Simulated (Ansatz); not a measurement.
# Is LiTi in the B2 ordering a stable metal?, part 2 of 2

The plan: relax LiTi in the B2 ordering, check its phonons, and, if the lattice is stable, compute its Eliashberg function and ρ(T).

Ansatz 0.2.0; DFT LDA, scalar-relativistic, plane waves, PAW.

So far. Step 2 (Rough relaxation): The largest force is now zero by symmetry and the largest stress component 0.15 GPa. Step 3 (Relaxing cell and atoms): The largest force is now zero by symmetry and the largest stress component 0.0039 GPa, small enough for phonons. The relaxed cell has a = 3.089 Å (conventional setting).

The structure was built from a prototype and need not be the compound's stable phase.

## 4. Lattice stability: q 2×2×2, k 6×6×6

Before any scattering is computed, the phonons show whether the structure is a minimum.

File input.yaml:

```yaml
crystal:
  lattice:
    - [3.0889425284, 0.0, 0.0]
    - [0.0, 3.0889425284, 0.0]
    - [0.0, 0.0, 3.0889425284]
  atoms:
    - { symbol: Li, position: [0.0, 0.0, 0.0] }
    - { symbol: Ti, position: [0.5, 0.5, 0.5] }
kpoints:
  mp_grid: { grid: [6, 6, 6] }
hamiltonian:
  xc: lda
scf:
  occupations: { method: methfessel_paxton, width: 0.2 }
output:
  eigenvalues: true
phonons:
  method: dfpt
  qmesh: [2, 2, 2]
  temperatures: { t_max: 1000, t_step: 50 }
  qpath:
    path:
      - [[0.0, 0.0, 0.0], [0.0, 0.5, 0.0], [0.5, 0.5, 0.0], [0.0, 0.0, 0.0], [0.5, 0.5, 0.5], [0.0, 0.5, 0.0]]
      - [[0.5, 0.5, 0.5], [0.5, 0.5, 0.0]]
    npoints: 10
```

Started as:

```console
ansatz run input.yaml --threads 4 --pin off --max-ram 8192MiB --backend cpu --events-out ev --progress --plain --runs-dir out
```

Numbers of over 12 decimals in the logs are rounded to 6 here.

Output:

```text
[...]
Crystal: 2 atoms, lattice volume = 29.473 Å³
Basis set: ecut = 420 eV, 587 PW (Γ), exchange–correlation on 48×48×48 points (8 copies of the dense FFT grid, shifted against one another)
Bands: 12, of which v1, the nominal top of the filled ones, is band 8 counted from 1 (7 counted from 0)
Symmetry: 48 space group operations
k-points: 20 of 216
[...]
SCF iter   1: F=—  HF=-2650.859456 eV  |F-HF|=—  |Δ(HF+E_count)|=         —  Δρ=6.02e-3  dr2=4.16e-3  ethr=1.77e-3  ⟨swp⟩=4.2  Hψ=1203  notcnv=0
[...]
SCF iter   7: F=-2650.854362 eV  HF=-2650.854362 eV  |F-HF|=1.36e-12  |Δ(HF+E_count)|=  2.27e-12  S|Δr|=    0.00e0  Δρ=4.84e-8  dr2=5.43e-13  ethr=1.00e-12  ⟨swp⟩=4.5  Hψ=784  notcnv=0
SCF 1 converged in 7 iterations: F = -2650.854362 eV  dr2 = 5.43e-13
[...]
phonons: the bands overlap, so this run is a metal and interpolates without the dipole-dipole term. If the crystal is really an insulator or semiconductor, its LO-TO splitting is missing
NSCF: frozen V_eff on 20 k-points
[...]
DFPT response loops at q = (0, 0, 0) (fractional): preconditioner auto → Kerker (q_TF=auto, 2.438 Å⁻¹) (partly filled bands, converged f_vac=0.000); β = 1.00, the filter's whole step (`scf.mixing.beta` (0.50) is not read by the response loops under this deck's `scf.mixing.preconditioner`; to damp them name `kerker` or `kerker_dos`, under which they read `scf.mixing.beta`, and type it under 1.00, their step now; both keys bind the ground state too); Broyden in place of MSR1
[...]
SCF converged after 7 iterations
Stability not checked: this state was not tested for a lower state beside it, because cold or Methfessel-Paxton smearing, or corrected tetrahedra, fill the levels in a way that the test cannot read (fill_not_monotonic; see scf.lower_state_search)
Free energy (F): -2650.854362 eV
[...]
Internal energy: -2650.842491 eV  (E = F + TS)
E sigma→0 (E₀):  -2650.851394 eV
Entropy (-TS):   -0.011871 eV (-5.936 meV/atom)
Fermi energy:    8.458799 eV
[...]
--- Band table (eV; the first three rows and the last of 20) ---
  k-point 0: bands = [... 4 lower, -24.1099, 3.5978, 7.8889, 7.8889, 10.9149, 10.9149, 10.9149, 16.3403]
  k-point 1: bands = [... 4 lower, -24.1053, 3.9824, 7.9902, 8.0101, 10.5133, 10.5133, 10.9431, 14.8853]
  k-point 2: bands = [... 4 lower, -24.0959, 4.8937, 8.1042, 8.2693, 9.8758, 9.8758, 11.0002, 13.0170]
  k-point 19: bands = [... 4 lower, -24.2699, 7.1625, 7.1625, 7.1625, 11.7400, 11.7400, 14.4791, 14.4791]
--- Phonons (Γ-DFPT): 2 representative perturbations + reference (Σ response iterations 6) ---
  ASR residual: 1.323e-5 → 0.000e0 eV/Å²; symmetrization residual: 2.158e-8 eV/Å²
  ASR residual per site (eV/Å²): 3.66e-7 1.32e-5
  Γ frequencies (cm⁻¹): 0.00 0.00 0.00 438.43 438.43 438.43
--- Phonons (arbitrary-q DFPT): 4 irreducible q on the 2×2×2 mesh ---
  q = [0.0000, 0.0000, 0.0000] (star 1, of the zone-centre solve; hermiticity 1.01e-8, symmetrization 2.85e-13): -0.00 -0.00 -0.00 438.43 438.43 438.43
  q = [0.0000, 0.0000, -0.5000] (star 3, 4 solved perturbations in 208 linear systems a pass and spin channel, the states on 64 of 216 k-point pairs; hermiticity 7.30e-14, symmetrization 8.88e-13): 59.19 150.89 150.89 404.98 404.98 410.48
[...]
q = [-0.5000, -0.5000, -0.5000] (star 1, 2 solved perturbations on 40 of 216 k-point pairs; hermiticity 9.18e-14, symmetrization 6.36e-12): 215.15 215.15 215.15 394.52 394.52 394.52
  sum rule: each row above includes the acoustic sum rule's correction from the zone centre's row sums; it moved no ω² by more than (0.27 cm⁻¹)²
  mesh force constants: q→R imaginary residual 2.36e-17; ASR residual 1.323e-5 → 0.000e0 eV/Å²; symmetrization residual 3.553e-15 eV/Å²
  interpolated dispersion: 62 rows × 6 modes
  density of states and harmonic sums: on the 20×20×20 q-mesh, interpolated from the force constants of a 2×2×2 supercell (no non-analytic term)
  largest difference from the sums on the solved wave vectors: F 1.41e-2 eV, S 4.03e-5 and C_V 1.88e-5 eV/K
  zero-point energy: 0.096047 eV/cell   skipped modes (ω ≤ 0): 48, of them read as no rigid motion or as one in doubt: 45 (1.560e-1 modes/cell left out, lowest -47.65 cm⁻¹)   left out of the sums: 2.61e-2 of the cell's modes: C_V's classical limit lies that fraction below 3 k_B per atom; for a crystal, a wire or a layer, F and S can be off by more, and a phonons.interpolated_qmesh denser along its periods is the remedy for the sampling
```

Run time: 4.9 s. Hardware: 4 threads of Arm Neoverse V2, shared host; peak memory 0.41 GiB.

In the SCF lines HF is the Harris–Foulkes energy and dr2 the Hartree energy of the density residual, in eV; the loop may stop once dr2 is under the threshold and the program's other checks hold. Hψ counts applications of the Hamiltonian.

Numbers from this step:

```
share of imaginary modes in the plain interpolation between solved wavevectors : 0.023
highest frequency, solved or plainly interpolated                              : 438.4 cm⁻¹
```

Solved on the 2×2×2 mesh alone; all other wavevectors are interpolated. Phonon branches along the path, in cm⁻¹:

| point | branch 1 | branch 2 | branch 3 | branch 4 | branch 5 | branch 6 |
| --- | --- | --- | --- | --- | --- | --- |
| Γ | 0 | 0 | 0 | 438 | 438 | 438 |
| halfway | 41 | 102 | 102 | 423 | 423 | 425 |
| X | 59 | 151 | 151 | 405 | 405 | 410 |
| halfway | 50 | 109 | 126 | 402 | 406 | 421 |
| M | 27 | 27 | 94 | 401 | 401 | 436 |
| halfway | -48 | 115 | 128 | 402 | 422 | 425 |
| Γ | 0 | 0 | 0 | 438 | 438 | 438 |
| halfway | 100 | 100 | 139 | 404 | 416 | 416 |
| R | 215 | 215 | 215 | 394 | 394 | 394 |
| halfway | 115 | 124 | 154 | 402 | 405 | 414 |
| X | 59 | 151 | 151 | 405 | 405 | 410 |
| jump to R | 215 | 215 | 215 | 394 | 394 | 394 |
| halfway | 150 | 150 | 166 | 399 | 399 | 416 |
| M | 27 | 27 | 94 | 401 | 401 | 436 |

The phonon branches as a text plot (rows in cm⁻¹):

```
    428 |*****      ********************                      ***
    408 |    **************  **      ********    ********* ******
    388 |                ****                *****        ***
    368 |
    347 |
    327 |
    307 |
    286 |
    266 |
    246 |
    226 |
    205 |                                    *****        **
    185 |                                   *    **        **
    165 |                                  *      **        **
    145 |      ****                    ****        *******   *
    124 |    **    **      ****      **  **         ***       *
    104 |   *        ** ***   **        *                     ***
     84 |           *  * *     *    *                *
     64 |  *   ***** *          *      *              ****     *
     43 | * ***     *** *        * * **                         *
     23 |***           **        * **
      3 |*                        *
    -17 |                *       *
    -38 |                 *******
         Γ      X      M          Γ            R        X|R     M
```

Lowest modes at the softest wavevector of the mesh. The modes at q = (0.500, 0.000, 0.500) (shares of kinetic energy by element, %):

```csv
mode,frequency (cm⁻¹),Li %,Ti %
1,26.9,10,90
2,26.9,10,90
3,93.9,0,100
4,400.8,90,10
5,400.8,90,10
6,436.3,100,0
```

Displacements in mode 2 (26.9 cm⁻¹), the largest set to 1, in the home cell:
```
Li1 -0.87  0.00 -0.02
Ti2 -0.03  0.00 -1.00
```

Displacements in mode 6 (436.3 cm⁻¹), the largest set to 1, in the home cell:
```
Li1 0.00 1.00 0.00
Ti2 0.00 0.00 0.00
```

Among the solved wavevectors the lowest mode, translations apart, is 26.9 cm⁻¹, so these are real on this k mesh.

## 5. Lattice stability: q 2×2×2, k 8×8×8

The interpolated branches dip below zero between the solved wavevectors, so the phonons are repeated with another k mesh.

input.yaml: that of step 4 with these lines changed.

```diff
@@ -9,3 +9,3 @@
 kpoints:
-  mp_grid: { grid: [6, 6, 6] }
+  mp_grid: { grid: [8, 8, 8] }
 hamiltonian:
```

Output:

```text
[...]
Crystal: 2 atoms, lattice volume = 29.473 Å³
Basis set: ecut = 420 eV, 587 PW (Γ), exchange–correlation on 48×48×48 points (8 copies of the dense FFT grid, shifted against one another)
Bands: 12, of which v1, the nominal top of the filled ones, is band 8 counted from 1 (7 counted from 0)
Symmetry: 48 space group operations
k-points: 35 of 512
[...]
SCF iter   1: F=—  HF=-2650.884730 eV  |F-HF|=—  |Δ(HF+E_count)|=         —  Δρ=5.89e-3  dr2=6.68e-3  ethr=1.77e-3  ⟨swp⟩=4.2  Hψ=2112  notcnv=0
[...]
SCF iter   7: F=-2650.878824 eV  HF=-2650.878824 eV  |F-HF|=0.00e0  |Δ(HF+E_count)|=  7.28e-12  S|Δr|=    0.00e0  Δρ=5.28e-8  dr2=1.24e-12  ethr=1.00e-12  ⟨swp⟩=4.8  Hψ=1446  notcnv=0
SCF 1 converged in 7 iterations: F = -2650.878824 eV  dr2 = 1.24e-12
[...]
SCF converged after 7 iterations
[...]
Free energy (F): -2650.878824 eV
[...]
Internal energy: -2650.881179 eV  (E = F + TS)
E sigma→0 (E₀):  -2650.879413 eV
Entropy (-TS):   0.002356 eV (1.178 meV/atom)
Fermi energy:    8.499940 eV
[...]
--- Band table (eV; the first three rows and the last of 35) ---
  k-point 0: bands = [... 4 lower, -24.0682, 3.5998, 7.9157, 7.9157, 10.9498, 10.9498, 10.9498, 16.3365]
  k-point 1: bands = [... 4 lower, -24.0655, 3.8210, 7.9754, 7.9865, 10.7035, 10.7035, 10.9664, 15.4088]
  k-point 2: bands = [... 4 lower, -24.0588, 4.4099, 8.0902, 8.1650, 10.2042, 10.2042, 11.0067, 13.8689]
  k-point 34: bands = [... 4 lower, -24.2285, 7.1779, 7.1779, 7.1779, 11.7796, 11.7796, 14.4873, 14.4873]
[...]
ASR residual: 3.617e-5 → 0.000e0 eV/Å²; symmetrization residual: 5.615e-8 eV/Å²
  ASR residual per site (eV/Å²): 3.98e-6 3.62e-5
  Γ frequencies (cm⁻¹): 0.00 0.00 0.00 437.21 437.21 437.21
--- Phonons (arbitrary-q DFPT): 4 irreducible q on the 2×2×2 mesh ---
[...]
interpolated dispersion: 62 rows × 6 modes
[...]
```

Wall time 8.2 s (4 threads); peak memory 0.47 GiB; 30 s of CPU time.

This step gave:

| Quantity | Value |
| --- | --- |
| zero point energy | 0.09927 eV/cell |
| share of imaginary modes in the plain interpolation between solved wavevectors | 0.0023 |
| highest frequency, solved or plainly interpolated | 437.2 cm⁻¹ |

Solved on the 2×2×2 mesh alone; all other wavevectors are interpolated. Phonon branches along the path, in cm⁻¹:

```csv
point,branch 1,branch 2,branch 3,branch 4,branch 5,branch 6
Γ,0,0,0,437,437,437
halfway,58,107,107,421,421,423
X,85,159,159,402,402,408
halfway,83,125,142,400,404,418
M,75,75,124,400,400,433
halfway,12,126,139,400,419,423
Γ,0,0,0,437,437,437
halfway,116,116,152,404,415,415
R,222,222,222,408,408,408
halfway,132,139,168,404,406,416
X,85,159,159,402,402,408
jump to R,222,222,222,408,408,408
halfway,164,164,180,405,405,421
M,75,75,124,400,400,433
```

The phonon branches as a text plot (rows in cm⁻¹):

```
    428 |*****      ********************                     ****
    408 |    ******************      ****************************
    389 |                ****
    370 |
    351 |
    332 |
    312 |
    293 |
    274 |
    255 |
    236 |
    216 |                                    *****        *
    197 |                                   *    **        **
    178 |                                  *      **        **
    159 |      ****                     ***        *******   **
    140 |     *   ****    ****       *** **         ****       *
    120 |    *      * *****  **         *                     * *
    101 |   *        *   *     *    *                **        *
     82 |     ***********      **      *               ***      *
     63 |  ***           *      *    **
     44 | **              ***    * **
     24 |**                      * *
      5 |*                   *    *
    -14 |                     ****
         Γ      X      M          Γ            R        X|R     M
```

Lowest modes at the softest wavevector of the mesh. The modes at q = (0.000, 0.500, 0.500) (shares of kinetic energy by element, %):

```csv
mode,frequency (cm⁻¹),Li %,Ti %
1,75.3,11,89
2,75.3,11,89
3,123.8,0,100
4,400.2,89,11
5,400.2,89,11
6,433.3,100,0
```

Displacements in mode 2 (75.3 cm⁻¹), the largest set to 1, in the home cell:
```
Li1  0.00  0.30 -0.92
Ti2  0.00 -1.00  0.33
```

Displacements in mode 5 (400.2 cm⁻¹), the largest set to 1, in the home cell:
```
Li1  0.00 -0.28  1.00
Ti2  0.00 -0.13  0.04
```

The modes has structure finer than the step of the table below, so its rows give means over 20 cm⁻¹, whole bins alone (the curve runs from -33.8 to 460 cm⁻¹). Peaks (cm⁻¹: height): Li 404.4: 0.115; Ti 140.2: 0.0588.

Phonopy on the run's constants, 19x19x19 mesh, Gaussian sigma 3.5 cm⁻¹. Modes against wavenumber; means over each step; values in 1/cm⁻¹/cell:

```
wavenumber (cm⁻¹)       Li       Ti
              -20   7.1e-5   5.4e-4
                0   6.0e-5   4.5e-4
               20   3.1e-4  0.00251
               40   5.4e-4  0.00475
               60   7.7e-4  0.00806
               80  0.00115   0.0152
              100  0.00101   0.0124
              120  0.00115   0.0197
              140  0.00118   0.0482
              160   4.2e-4   0.0193
              180   1.8e-4  0.00694
              200   6.2e-5  0.00389
              220   6.8e-6  0.00104
              240        0   5.0e-7
              260        0        0
              280        0        0
              300        0        0
              320        0        0
              340        0        0
              360        0        0
              380   4.6e-4   1.4e-5
              400   0.0691  0.00281
              420   0.0673  0.00352
              440  0.00602   5.5e-4
```

No LO-TO term; unit eigenvectors of the mass-weighted matrix. Modes at Γ, with each element's share of the kinetic energy:

```csv
mode,frequency (cm⁻¹),symmetry,Li %,Ti %
1,0.0,T1u,13,87
2,0.0,T1u,13,87
3,0.0,T1u,13,87
4,437.2,T1u,87,13
5,437.2,T1u,87,13
6,437.2,T1u,87,13
```

Displacements in mode 6 (437.2 cm⁻¹), the largest set to 1:
```
Li1  0.00  0.03  1.00
Ti2  0.00  0.00 -0.14
```

Among the solved wavevectors the lowest mode, translations apart, is 75.3 cm⁻¹, so these are real on this k mesh.

## 6. Electron–phonon run: q 2×2×2, k 8×8×8, scattering 12×12×12

Phonons, couplings and the Boltzmann equation in one run.

input.yaml: that of step 5 with these lines changed.

```diff
@@ -25 +25,4 @@
     npoints: 10
+  electrical_resistivity:
+    mesh: [12, 12, 12]
+    temperatures: [20.0, 50.0, 77.0, 100.0, 150.0, 200.0, 300.0, 400.0, 600.0, 800.0]
```

Output:

```text
[the first part of the log is left out]
  E_hartree    = 424.506443
  E_xc         = -106.515143
  E_vxc        = -134.481632  (∫ρ·V_xc dr)
  E_paw        = -1017.793908  (= ΣΔE_a)
  E_vpaw       = -183.323547  (= ΣTr[D̂ρ^β])
  E_aug_tail   = 0.000110  (compensation charges beyond the density's cutoff)
  E_ewald      = -1146.412823
  E_core_change = 0.325950  (= ΣΔE_core)
  E_smearing   = 0.002356  (= −TS)
  E_closure    = -0.000000  (closes the sum)
  Σ components = -2650.878824   (vs F -2650.878824, Δ=0.00e0)
--- Band table (eV; the first three rows and the last of 35) ---
  k-point 0: bands = ["-47.6138", "-35.0657", "-24.0682", "-24.0682", "-24.0682", "3.5998", "7.9157", "7.9157", "10.9498", "10.9498", "10.9498", "16.3365"]
  k-point 1: bands = ["-47.6106", "-35.0650", "-24.0987", "-24.0655", "-24.0655", "3.8210", "7.9754", "7.9865", "10.7035", "10.7035", "10.9664", "15.4088"]
  k-point 2: bands = ["-47.6031", "-35.0632", "-24.1717", "-24.0588", "-24.0588", "4.4099", "8.0902", "8.1650", "10.2042", "10.2042", "11.0067", "13.8689"]
  k-point 34: bands = ["-47.5518", "-35.0436", "-24.2285", "-24.2285", "-24.2285", "7.1779", "7.1779", "7.1779", "11.7796", "11.7796", "14.4873", "14.4873"]
--- Phonons (Γ-DFPT): 2 representative perturbations + reference (Σ response iterations 7) ---
  ASR residual: 3.634e-5 → 0.000e0 eV/Å²; symmetrization residual: 1.062e-7 eV/Å²
  ASR residual per site (eV/Å²): 3.60e-6 3.63e-5
  Γ frequencies (cm⁻¹): 0.00 0.00 0.00 437.21 437.21 437.21
--- Phonons (arbitrary-q DFPT): 4 irreducible q on the 2×2×2 mesh ---
  q = [0.0000, 0.0000, 0.0000] (star 1, of the zone-centre solve; hermiticity 4.98e-8, symmetrization 3.99e-12): -0.00 0.00 0.00 437.21 437.21 437.21
  q = [0.0000, 0.0000, -0.5000] (star 3, 4 solved perturbations in 400 linear systems a pass and spin channel, the states on 125 of 512 k-point pairs; hermiticity 7.08e-14, symmetrization 3.20e-13): 84.97 158.58 158.58 401.46 401.46 407.99
  q = [0.0000, -0.5000, -0.5000] (star 3, 4 solved perturbations in 400 linear systems a pass and spin channel, the states on 125 of 512 k-point pairs; hermiticity 1.28e-8, symmetrization 2.14e-13): 75.35 75.35 123.81 400.17 400.17 433.33
  q = [-0.5000, -0.5000, -0.5000] (star 1, 2 solved perturbations on 75 of 512 k-point pairs; hermiticity 8.65e-14, symmetrization 2.31e-12): 221.67 221.67 221.67 408.35 408.35 408.35
  sum rule: each row above includes the acoustic sum rule's correction from the zone centre's row sums; it moved no ω² by more than (0.45 cm⁻¹)²
  mesh force constants: q→R imaginary residual 2.35e-17; ASR residual 3.634e-5 → 0.000e0 eV/Å²; symmetrization residual 4.441e-15 eV/Å²
  interpolated dispersion: 62 rows × 6 modes
  density of states and harmonic sums: on the 20×20×20 q-mesh, interpolated from the force constants of a 2×2×2 supercell (no non-analytic term)
  largest difference from the sums on the solved wave vectors: F 6.57e-2 eV, S 9.67e-5 and C_V 3.10e-5 eV/K
  zero-point energy: 0.099269 eV/cell   skipped modes (ω ≤ 0): 10, of them read as no rigid motion or as one in doubt: 7 (1.500e-2 modes/cell left out, lowest -23.61 cm⁻¹)   left out of the sums: 2.56e-3 of the cell's modes: C_V's classical limit lies that fraction below 3 k_B per atom; for a crystal, a wire or a layer, F and S can be off by more, and a phonons.interpolated_qmesh denser along its periods is the remedy for the sampling
Error: electrical resistivity: the mode of lowest frequency at the wavevector [0.0000, 0.1667, 0.1667] is imaginary, -23.81 cm⁻¹ (written negative): every mode at the wavevectors of the force constants' own supercell is real, and this one is interpolated between them; take force constants of more repeats (phonons.supercell, under dfpt phonons.qmesh), or, with a block electrical_resistivity or superconductivity, name a file of force constants under which the crystal is stable (phonons.electron_phonon_force_constants)
The harmonic force constants that this run solved are whole in <dir>
```

Wall time 9.5 s (4 threads); peak memory 0.47 GiB.

The run ended with an error.

The program's message: “electrical resistivity: the mode of lowest frequency at the wavevector [0.0000, 0.1667, 0.1667] is imaginary, -23.81 cm⁻¹ (written negative): every mode at the wavevectors of the force constants' own …”

The run stops because a mode is imaginary on the scattering mesh, where no scattering rate is defined; denser k meshes, other smearings and, between solved wavevectors, finer q meshes show whether the instability is real.

## 7. What came out

```json
{"phonon run of the rows without a label of their own": "LDA, q 2×2×2, k 8×8×8", "softest mode on the q mesh": "75.3 cm⁻¹ at q = (0, 0.5, 0.5)", "highest frequency, solved or plainly interpolated": "437 cm⁻¹"}
```

No coupling constant or resistivity was obtained: the scattering run stopped at an imaginary mode. The phonon runs are not spin-polarised. The structure was built by hand as an ordered model, and its stability against other phases was not tested.

[Logs are printed without paths, hosts, clocks, repeated set-up lines and the standing remarks that a program may print on its own settings, such as how far it seeks lower states.]

[Hosts, paths, dates, database ids (printed as entryN), source tags and the programs' standing remarks are cut or masked in the printed files.]
